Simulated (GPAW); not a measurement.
## Dielectric function and optical constants of BaTiO3

Wanted: where BaTiO3 starts to absorb, how strongly, and its refractive index. The cell comes from an older database entry, whose edges can differ from later determinations, mostly by under a per cent.

Method: DFT, LDA, plane-wave PAW (GPAW data sets), scalar-relativistic, RPA, optical limit, in GPAW 26.7.0.

This is a report of a sequence of runs, with most program output left out.

The database entry behind the starting cell differs from later determinations by our own check (c/a about 0.6 % short), so it need not match the best structure at ambient conditions.

## 1. The starting structure

Symmetry: P4mm, No. 99, tetragonal system. Conventional cell: a = 4.000 Å, b = 4.000 Å, c = 4.018 Å, α = 90.00°, β = 90.00°, γ = 90.00°. Nearest to Ba lie 12 O at 2.79 to 2.88 Å. Nearest to Ti lie 6 O at 1.89 to 2.13 Å. Nearest to O lie 2 Ti at 2.00 Å and 4 Ba at 2.79 to 2.88 Å. Nearest to O lie 2 Ti at 1.89 to 2.13 Å and 4 Ba at 2.83 Å. Farther neighbours and most contacts between anions are not listed.

## 2. Ground state

The self-consistent density comes first; it also tells whether there is a gap, which decides the occupations and the need for a Drude term.

This step: DFT, LDA, plane-wave PAW (GPAW data sets), scalar-relativistic, ground state (GPAW 26.7.0).

gs.py reads:

```python
from ase import Atoms
from ase.dft.bandgap import bandgap
from gpaw import GPAW, PW, FermiDirac

atoms = Atoms(['Ba', 'Ti', 'O', 'O', 'O'],
              cell=[[3.999800000000, 0.000000000000, 0.000000000000],
                    [0.000000000000, 3.999800000000, 0.000000000000],
                    [0.000000000000, 0.000000000000, 4.018000000000]],
              scaled_positions=[[0.000000000000, 0.000000000000, 0.000000000000],
                                [0.500000000000, 0.500000000000, 0.490000000000],
                                [0.000000000000, 0.500000000000, 0.517000000000],
                                [0.500000000000, 0.000000000000, 0.517000000000],
                                [0.500000000000, 0.500000000000, 0.019000000000]],
              pbc=[True, True, True])
atoms.calc = GPAW(mode=PW(500), xc='LDA', kpts={'size': (6, 6, 6), 'gamma': True},
                  occupations=FermiDirac(0.05), maxiter=150, txt='gs.txt')
print('energy (eV)', atoms.get_potential_energy())
print('Fermi level (eV)', atoms.calc.get_fermi_level())
print('valence electrons', atoms.calc.get_number_of_electrons())
print('gap (eV)', bandgap(atoms.calc, output=None)[0])
print('direct gap (eV)', bandgap(atoms.calc, direct=True, output=None)[0])
atoms.calc.write('gs.gpw')
```

Run with:

```console
> OMP_NUM_THREADS=1 python gs.py
```

Run time: 39 s. Hardware: 1 thread of Arm Neoverse V1, shared host; peak memory 0.19 GiB.

This step gave:

- energy: -42.41 eV
- Fermi energy: 8.190 eV
- gap on the k-mesh: 1.723 eV
- direct gap on the mesh: 2.002 eV
- electrons: 40

There is a gap, 1.72 eV on this mesh (points off the mesh can give less), so no carriers' term is needed.

## 3. Bands for the response

The response needs many more empty bands than the density does.

This step: DFT, LDA, plane-wave PAW (GPAW data sets), scalar-relativistic, bands at fixed density (GPAW 26.7.0).

nscf.py reads:

```python
from ase.dft.bandgap import bandgap
from gpaw import GPAW, FermiDirac

calc = GPAW('gs.gpw').fixed_density(kpts={'size': (8, 8, 8), 'gamma': True}, nbands=57, convergence={'bands': 51},
                                    occupations=FermiDirac(0.001), txt='nscf.txt')
print('gap (eV)', bandgap(calc, output=None)[0])
print('direct gap (eV)', bandgap(calc, direct=True, output=None)[0])
print('top band over the Fermi level (eV)', min(calc.get_eigenvalues(kpt=k)[50] for k in range(len(calc.get_ibz_k_points()))) - calc.get_fermi_level())
calc.write('full.gpw', mode='all')
```

Run with:

```console
> OMP_NUM_THREADS=1 python nscf.py
```

Elapsed: 2.6 min, on 1 thread; peak memory 0.31 GiB.

## 4. Dielectric function, RPA

Transitions between filled and empty bands, summed over the zone, give the optical response, so mesh, band count and broadening shape it.

The induced potential is part of this response.

This step: DFT, LDA, plane-wave PAW (GPAW data sets), scalar-relativistic, RPA, optical limit (GPAW 26.7.0).

df.py reads:

```python
from gpaw.response.df import DielectricFunction

df = DielectricFunction('full.gpw', frequencies={'type': 'nonlinear', 'domega0': 0.03, 'omega2': 8},
                        ecut=50,
                        eta=0.15,
                        nbands=51,
                        txt='df.txt')
for direction in ['x', 'z']:
    df.get_dielectric_function(xc='RPA', direction=direction, filename=f'df_{direction}.csv')
```

Run with:

```console
> OMP_NUM_THREADS=1 python df.py
```

The job ended after 27 s (1 thread; peak memory 0.36 GiB).

Numbers from this step:

* electronic dielectric constant ε∞, mean over x, y and z (by symmetry where fewer were run): 6.026
* main peak of Im epsilon, first axis: 4.050 eV

The Im ε has structure finer than the step of the table below, so its rows give means over 0.5 eV, whole bins alone (the curve runs from 0 to 14.0 eV). Peaks (eV: height): E ∥ x 4.07: 7.43, 7.27: 4.94; E ∥ z 4.02: 6.44, 7.27: 5.51, 9.02: 5.15.

Values under the direct gap are tails of Lorentzian lines. Im ε against photon energy; means over each step:

| photon energy (eV) | E ∥ x | E ∥ z |
| --- | --- | --- |
| 0.5 | 0.0370 | 0.0265 |
| 1.0 | 0.0865 | 0.0592 |
| 1.5 | 0.187 | 0.111 |
| 2.0 | 0.637 | 0.252 |
| 2.5 | 1.88 | 0.852 |
| 3.0 | 3.46 | 2.03 |
| 3.5 | 4.97 | 4.00 |
| 4.0 | 6.84 | 5.96 |
| 4.5 | 5.55 | 5.55 |
| 5.0 | 3.74 | 4.18 |
| 5.5 | 2.89 | 3.37 |
| 6.0 | 3.05 | 3.23 |
| 6.5 | 3.41 | 3.72 |
| 7.0 | 4.42 | 4.67 |
| 7.5 | 4.48 | 5.03 |
| 8.0 | 4.09 | 4.41 |
| 8.5 | 4.46 | 4.74 |
| 9.0 | 4.51 | 4.84 |
| 9.5 | 3.72 | 3.87 |
| 10.0 | 3.69 | 3.66 |
| 10.5 | 3.56 | 3.43 |
| 11.0 | 2.69 | 2.66 |
| 11.5 | 2.43 | 2.39 |
| 12.0 | 1.83 | 1.86 |
| 12.5 | 1.32 | 1.34 |
| 13.0 | 0.974 | 0.980 |
| 13.5 | 0.870 | 0.895 |

Table of Re ε by photon energy:

| photon energy (eV) | E ∥ x | E ∥ z |
| --- | --- | --- |
| 0.0 | 6.16 | 5.77 |
| 0.5 | 6.22 | 5.81 |
| 1.0 | 6.41 | 5.95 |
| 1.5 | 6.82 | 6.21 |
| 2.0 | 7.61 | 6.72 |
| 2.5 | 8.40 | 7.53 |
| 3.0 | 7.99 | 7.98 |
| 3.5 | 6.99 | 7.92 |
| 4.0 | 5.76 | 6.37 |
| 4.5 | 2.05 | 3.63 |
| 5.0 | 2.57 | 3.14 |
| 5.5 | 2.80 | 3.35 |
| 6.0 | 3.61 | 3.75 |
| 6.5 | 3.73 | 3.59 |
| 7.0 | 3.60 | 4.21 |
| 7.5 | 2.11 | 2.22 |
| 8.0 | 2.53 | 2.31 |
| 8.5 | 1.81 | 1.63 |
| 9.0 | 1.05 | 0.965 |
| 9.5 | 0.840 | 0.594 |
| 10.0 | 0.451 | 0.128 |
| 10.5 | -0.255 | -0.430 |
| 11.0 | -0.121 | -0.107 |
| 11.5 | -0.296 | -0.354 |
| 12.0 | -0.457 | -0.444 |
| 12.5 | -0.165 | -0.207 |
| 13.0 | 0.212 | 0.203 |
| 13.5 | 0.634 | 0.631 |

The reflectivity at normal incidence has structure finer than the step of the table below, so its rows give means over 0.5 eV, whole bins alone (the curve runs from 0 to 14.0 eV). Peaks (eV: height): E ∥ x 4.02: 30.7, 7.32: 23.8, 9.09: 26.5, 10.59: 29.2, 11.87: 27.3; E ∥ z 3.98: 28.8, 7.32: 25.5, 9.15: 29.2, 10.52: 29.8.

Table of reflectivity at normal incidence by photon energy; means over each step:

| photon energy (eV) | E ∥ x (%) | E ∥ z (%) |
| --- | --- | --- |
| 0.5 | 18.3 | 17.1 |
| 1.0 | 18.8 | 17.5 |
| 1.5 | 20.0 | 18.3 |
| 2.0 | 21.9 | 19.7 |
| 2.5 | 24.3 | 21.9 |
| 3.0 | 25.5 | 23.8 |
| 3.5 | 26.8 | 26.3 |
| 4.0 | 29.7 | 28.0 |
| 4.5 | 26.3 | 25.5 |
| 5.0 | 19.1 | 20.7 |
| 5.5 | 15.4 | 17.6 |
| 6.0 | 16.7 | 17.6 |
| 6.5 | 18.2 | 19.4 |
| 7.0 | 21.8 | 22.8 |
| 7.5 | 22.4 | 24.5 |
| 8.0 | 20.6 | 22.0 |
| 8.5 | 22.9 | 24.3 |
| 9.0 | 25.3 | 27.2 |
| 9.5 | 22.8 | 24.7 |
| 10.0 | 23.7 | 25.2 |
| 10.5 | 27.2 | 27.6 |
| 11.0 | 24.6 | 24.5 |
| 11.5 | 25.0 | 25.4 |
| 12.0 | 25.8 | 25.5 |
| 12.5 | 20.6 | 21.4 |
| 13.0 | 12.5 | 13.1 |
| 13.5 | 6.08 | 6.43 |

The loss function −Im 1/ε at q → 0 has structure finer than the step of the table below, so its rows give means over 0.5 eV, whole bins alone (the curve runs from 0 to 14.0 eV). Peaks (eV: height): E ∥ x 13.00: 0.984; E ∥ z 12.92: 0.997.

Values under the direct gap are tails of Lorentzian lines. The loss function −Im 1/ε at q → 0 by energy loss; means over each step:

| energy loss (eV) | E ∥ x | E ∥ z |
| --- | --- | --- |
| 0.5 | 9.5e-4 | 7.8e-4 |
| 1.0 | 0.00209 | 0.00167 |
| 1.5 | 0.00395 | 0.00286 |
| 2.0 | 0.0108 | 0.00546 |
| 2.5 | 0.0256 | 0.0145 |
| 3.0 | 0.0451 | 0.0294 |
| 3.5 | 0.0641 | 0.0496 |
| 4.0 | 0.0869 | 0.0791 |
| 4.5 | 0.157 | 0.125 |
| 5.0 | 0.188 | 0.156 |
| 5.5 | 0.179 | 0.154 |
| 6.0 | 0.139 | 0.133 |
| 6.5 | 0.133 | 0.130 |
| 7.0 | 0.135 | 0.121 |
| 7.5 | 0.179 | 0.164 |
| 8.0 | 0.181 | 0.178 |
| 8.5 | 0.191 | 0.186 |
| 9.0 | 0.210 | 0.199 |
| 9.5 | 0.258 | 0.255 |
| 10.0 | 0.266 | 0.273 |
| 10.5 | 0.279 | 0.289 |
| 11.0 | 0.369 | 0.374 |
| 11.5 | 0.406 | 0.411 |
| 12.0 | 0.527 | 0.519 |
| 12.5 | 0.753 | 0.740 |
| 13.0 | 0.962 | 0.965 |
| 13.5 | 0.765 | 0.774 |

Refractive index n and extinction k against photon energy:

| photon energy (eV) | n, E ∥ x | k, E ∥ x | n, E ∥ z | k, E ∥ z |
| --- | --- | --- | --- | --- |
| 0.0 | 2.48 | 0 | 2.40 | 0 |
| 0.5 | 2.49 | 0.00733 | 2.41 | 0.00545 |
| 1.0 | 2.53 | 0.0168 | 2.44 | 0.0120 |
| 1.5 | 2.61 | 0.0340 | 2.49 | 0.0218 |
| 2.0 | 2.76 | 0.116 | 2.59 | 0.0447 |
| 2.5 | 2.92 | 0.326 | 2.75 | 0.144 |
| 3.0 | 2.89 | 0.607 | 2.85 | 0.364 |
| 3.5 | 2.80 | 0.934 | 2.91 | 0.738 |
| 4.0 | 2.75 | 1.34 | 2.77 | 1.15 |
| 4.5 | 2.00 | 1.39 | 2.28 | 1.26 |
| 5.0 | 1.89 | 0.993 | 2.04 | 1.01 |
| 5.5 | 1.84 | 0.768 | 2.00 | 0.812 |
| 6.0 | 2.06 | 0.783 | 2.08 | 0.757 |
| 6.5 | 2.09 | 0.801 | 2.10 | 0.896 |
| 7.0 | 2.16 | 1.03 | 2.29 | 1.02 |
| 7.5 | 1.88 | 1.20 | 1.98 | 1.30 |
| 8.0 | 1.90 | 1.04 | 1.88 | 1.11 |
| 8.5 | 1.81 | 1.22 | 1.82 | 1.30 |
| 9.0 | 1.71 | 1.37 | 1.76 | 1.46 |
| 9.5 | 1.51 | 1.20 | 1.49 | 1.27 |
| 10.0 | 1.44 | 1.27 | 1.38 | 1.33 |
| 10.5 | 1.33 | 1.42 | 1.27 | 1.43 |
| 11.0 | 1.13 | 1.18 | 1.12 | 1.17 |
| 11.5 | 1.02 | 1.16 | 0.992 | 1.16 |
| 12.0 | 0.834 | 1.07 | 0.851 | 1.08 |
| 12.5 | 0.771 | 0.872 | 0.758 | 0.884 |
| 13.0 | 0.776 | 0.625 | 0.770 | 0.625 |
| 13.5 | 0.917 | 0.455 | 0.923 | 0.470 |

Optical constants at common wavelengths, from n + ik = √ε:

| wavelength (nm) | n x | k x | R (%) x | 1/α x | n z | k z | R (%) z | 1/α z |
| --- | --- | --- | --- | --- | --- | --- | --- | --- |
| 1550 | 2.51 | 0.013 | 18.5 | 9.8 µm | 2.42 | 0.009 | 17.3 | 13 µm |
| 633 | 2.75 | 0.102 | 21.8 | 494 nm | 2.58 | 0.041 | 19.5 | 1.2 µm |
| 532 | 2.86 | 0.217 | 23.5 | 195 nm | 2.69 | 0.100 | 21.1 | 424 nm |
| 450 | 2.92 | 0.486 | 25.1 | 74 nm | 2.81 | 0.259 | 23.0 | 138 nm |
| 405 | 2.88 | 0.630 | 25.4 | 51 nm | 2.85 | 0.382 | 23.9 | 84 nm |
| 365 | 2.90 | 0.866 | 27.3 | 34 nm | 2.98 | 0.636 | 26.6 | 46 nm |
| 308 | 2.71 | 1.371 | 30.7 | 18 nm | 2.74 | 1.176 | 28.7 | 21 nm |

Below the direct gap, k and the depth come from the tails of the Lorentzian lines, not from transitions.

Rows near the edge hang on the gap, which this functional as a rule makes too small, and phonon-assisted absorption is left out.

At 1064 nm the birefringence n(z) − n(x) is -0.099: the crystal is uniaxial negative at this level.

## 5. What came out

```yaml
electronic_dielectric_constant_eps_infinity_mean_over_x_y_and_z_by_symmetry_where_fewer_were_run_rpa: 6.03
main_peak_of_im_epsilon_first_axis: 4.05 eV
```

In words: At this level (LDA, RPA) BaTiO3 has a mean ε∞ = 6.03 and n = 2.51 at 1550 nm (E ∥ x), and Im ε peaks at 4.1 eV (E ∥ x). On the mesh the gap is 1.72 eV and the least direct gap 2.00 eV, so on this mesh the band edges lie at different points. Local fields change the static value along x from 6.39 to 6.16 (-4 %). Distinct maxima of Im ε, read by a parabola through the highest points, lie at 4.05 eV (7.4), 7.28 eV (4.9), 8.95 eV (4.7) and 10.42 eV (3.9) for E ∥ x. The static values by axis are 6.16 (x), 5.77 (z). At 1064 nm the birefringence n(z) − n(x) is -0.099: the crystal is uniaxial negative at this level. Excitons and phonon-assisted transitions are missing; LDA gaps are as a rule too small, which pulls the onset down and ε∞ up. Spin-orbit coupling is left out although heavy atoms are present. The sum runs over mesh points, so small or evenly spaced maxima can still be ripples of the mesh. In this version of GPAW the matrix elements of the optical limit are incomplete, which can lower ε − 1 by up to a tenth where first-row anions or d states rule, and shift it by more in d metals.

[Machine, clock and banner lines and Python warnings are left out of the logs.]

[Logs are printed without paths, hosts, clocks, repeated set-up lines and the standing remarks that a program may print on its own settings, such as how far it seeks lower states.]

[Hosts, paths, dates, database ids (printed as entryN), source tags and the programs' standing remarks are cut or masked in the printed files.]
